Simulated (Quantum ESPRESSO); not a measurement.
# Mg (Im-3m): phonons by linear response, part 3 of 3

How does Mg (Im-3m) vibrate, and is this structure a minimum?

Quantum ESPRESSO 7.5; DFT LDA, scalar-relativistic, plane waves, PseudoDojo norm-conserving pseudopotentials.

So far. Step 5 (Linear response on the mesh): The acoustic modes at Γ come out as far as 5.8 cm⁻¹ from zero, where they should vanish, a small numerical error. The relaxed cell has a = 3.510 Å (conventional setting).

This is not the structure that Mg takes at ambient pressure and room temperature (hexagonal, No. 194); it is a model or a phase of other conditions.

## Step 7: Interpolated phonon bands (continued)

Matdyn.x, sum rule simple. The phonon branches at the labelled points (cm⁻¹):

```csv
point,branch 1,branch 2,branch 3
Γ,0,0,0
halfway,174,174,178
H,242,242,242
halfway,174,214,250
N,-35,187,259
halfway,-18,133,185
Γ,0,0,0
halfway,96,96,217
P,180,180,180
halfway,145,230,230
H,242,242,242
jump to P,180,180,180
halfway,91,184,236
N,-35,187,259
```

The phonon branches as a text plot (rows in cm⁻¹):

```
    253 |               *******                                **
    241 |          *****       *                       ****   *
    228 |         *    *        *           **      ***  *   *
    216 |        *      **                 *  *         *   *
    204 |       *         *                    *  **
    192 |       *       *  ****           *      *     *   *   **
    179 |      *         *       *              *          ****
    167 |                      **        *     *      *    *
    155 |     *                   *           *  *
    143 |                                    *       *      *
    130 |    *                   * *    *         * *
    118 |                 *       *                *
    106 |   *                               *                *
     94 |   *              *       *   *   *
     81 |                                 *
     69 |  *                        *    *                    *
     57 |                   *           *
     44 |                           *
     32 | *                          * *                       *
     20 |                            *
      8 |                          ***
     -5 |*                        *   *
    -17 |                        *
    -29 |                    ****                               *
         Γ           H       N        Γ         P        H|P    N
```

Lowest modes at the softest wavevector of the mesh; phase exp(i q.(R + tau)). Modes at q = (0.500, 0.500, 0.000) (negative means imaginary):

```csv
mode,frequency (cm⁻¹)
1,-34.8
2,187.4
3,259.2
```

Displacements in mode 1 (-34.8 cm⁻¹), the largest set to 1, in the home cell:
```
Mg1  0.00  1.00 -1.00
```

Displacements in mode 3 (259.2 cm⁻¹), the largest set to 1, in the home cell:
```
Mg1 0.00 1.00 1.00
```

Force constants by pair (phonopy on the run's constants); pairs near half the supercell's span include their periodic images. Pair force constants, by row:

```csv
atom,neighbour,distance (Å),third of the trace (eV/Å²),along the pair's line (eV/Å²)
Mg1,itself,0,2.858,–
Mg1,Mg,3.04,-0.3245,-1.073
Mg1,Mg,3.51,-0.0231,-0.0123
Mg1,Mg,4.964,-0.0078,-0.0378
Mg1,Mg,5.821,-0.0012,0.0041
Mg1,Mg,6.08,0.0158,0.0392
Mg1,Mg,7.021,-0.0022,-0.0145
```

Mode patterns, pair constants, displacements and means over the zone were worked out by phonopy from the force constants of q2r.x.

The path dips to 35i cm⁻¹.

## Step 8: Density of states

Sums over the zone need many more wavevectors than were solved, so the interpolation is sampled on a dense mesh.

File matdyn.in:

```
&input
   asr = 'simple'
   flfrc = 'x.fc'
   dos = .true.
   fldos = 'x.dos'
   nk1 = 18
   nk2 = 18
   nk3 = 18
   deltaE = 0.3
/
```

On the command line:

```console
$ matdyn.x -in matdyn.in > matdyn.out
```

Log:

```text
[banner, memory and clock lines left out]
Program MATDYN v.7.5

 mass for atomic type   1 not given; uses mass from file x.fc
     Message from routine matdyn:
     Z* not found in file x.fc, TO-LO splitting at q=0 will be absent!

Note: The following floating-point exceptions are signalling: IEEE_UNDERFLOW_FLAG
```

Run time: 3.2 s. Hardware: 1 thread of Arm Neoverse V2, shared host.

This step gave:

```
share of modes beyond 3i cm⁻¹ on the dense interpolated mesh : 0.0046
```

The phonon density of states has structure finer than the step of the table below, so its rows give means over 10 cm⁻¹, whole bins alone (the curve runs from -35.3 to 258 cm⁻¹). Peaks (cm⁻¹: height): 186.1: 0.0250, 241.9: 0.0394.

Tetrahedra. Phonon density of states against wavenumber; means over each step:

wavenumber (cm⁻¹), phonon density of states (1/cm⁻¹/cell) and a bar:
```
      -30     0.0001 
      -20     0.0004 
      -10     0.0007 
        0     0.0010 #
       10     0.0014 #
       20     0.0022 ##
       30     0.0034 ###
       40     0.0047 ####
       50     0.0057 #####
       60     0.0072 ######
       70     0.0075 ######
       80     0.0090 ########
       90     0.0096 ########
      100     0.0104 #########
      110     0.0109 #########
      120     0.0100 ########
      130     0.0095 ########
      140     0.0096 ########
      150     0.0102 #########
      160     0.0118 ##########
      170     0.0142 ############
      180     0.0198 #################
      190     0.0208 ##################
      200     0.0154 #############
      210     0.0145 ############
      220     0.0157 #############
      230     0.0226 ###################
      240     0.0350 ##############################
      250     0.0153 #############
```

## Step 9: The dispersion under another sum rule (asr no)

The sum rule corrects the force constants themselves, so it can shift branches at any wavevector, low ones most.

File matdyn.in:

```
&input
   asr = 'no'
   flfrc = 'x.fc'
   flfrq = 'x.freq'
   flvec = 'x.modes'
   q_in_band_form = .true.
   q_in_cryst_coord = .true.
/
8
  0.0000000   0.0000000   0.0000000   8  ! GAMMA
  0.5000000   0.5000000  -0.5000000   8  ! H
  0.5000000   0.0000000  -0.5000000   8  ! N
  0.0000000   0.0000000   0.0000000   8  ! GAMMA
  0.7500000   0.2500000  -0.2500000   8  ! P
  0.5000000   0.5000000  -0.5000000   1  ! H
  0.7500000   0.2500000  -0.2500000   8  ! P
  0.5000000   0.0000000  -0.5000000   1  ! N
```

On the command line:

```console
$ matdyn.x -in matdyn.in > matdyn.out
```

Log:

```text
[banner, memory and clock lines left out]
Program MATDYN v.7.5

 mass for atomic type   1 not given; uses mass from file x.fc
     Message from routine matdyn:
     Z* not found in file x.fc, TO-LO splitting at q=0 will be absent!
     Message from routine matdyn:
     Z* not found in file x.fc, TO-LO splitting at q=0 will be absent!

Note: The following floating-point exceptions are signalling: IEEE_UNDERFLOW_FLAG
```

It took 0.46 s on 1 thread.

This step gave:

```
lowest frequency on the path : -34.82 cm⁻¹
```

At the labelled points the branches move by no more than 5.9 cm⁻¹.

## Step 10: What came out

```yaml
space_group_after_relaxation: Im-3m
volume_per_atom: 21.6 Å³
q_mesh: 4×4×4
lowest_mode_on_the_q_mesh_acoustic_ones_at_the_zone_centre_apart: -34.8 cm⁻¹
imaginary_modes_on_the_q_mesh: yes
```

In words: Mg (Im-3m) is unstable: a mode solved on the 4×4×4 mesh is imaginary, 35i cm⁻¹; its spectrum reaches 259 cm⁻¹. The most unstable solved mode lies at q = (0, 0, -0.5), on the zone boundary, so the distortion that it points to doubles the cell. These are harmonic frequencies at zero temperature: anharmonic shifts and linewidths and thermal expansion are left out. In a metal the frequencies hang on the k mesh and the smearing, most of all near Kohn anomalies. The structure comes from a database and need not be the phase that is stable at ambient conditions.

[Host names and launcher messages were left out of these logs when they were recorded.]

[Logs are printed without paths, hosts, clocks, repeated set-up lines and the standing remarks that a program may print on its own settings, such as how far it seeks lower states.]

[Hosts, paths, dates, database ids (printed as entryN), source tags and the programs' standing remarks are cut or masked in the printed files.]
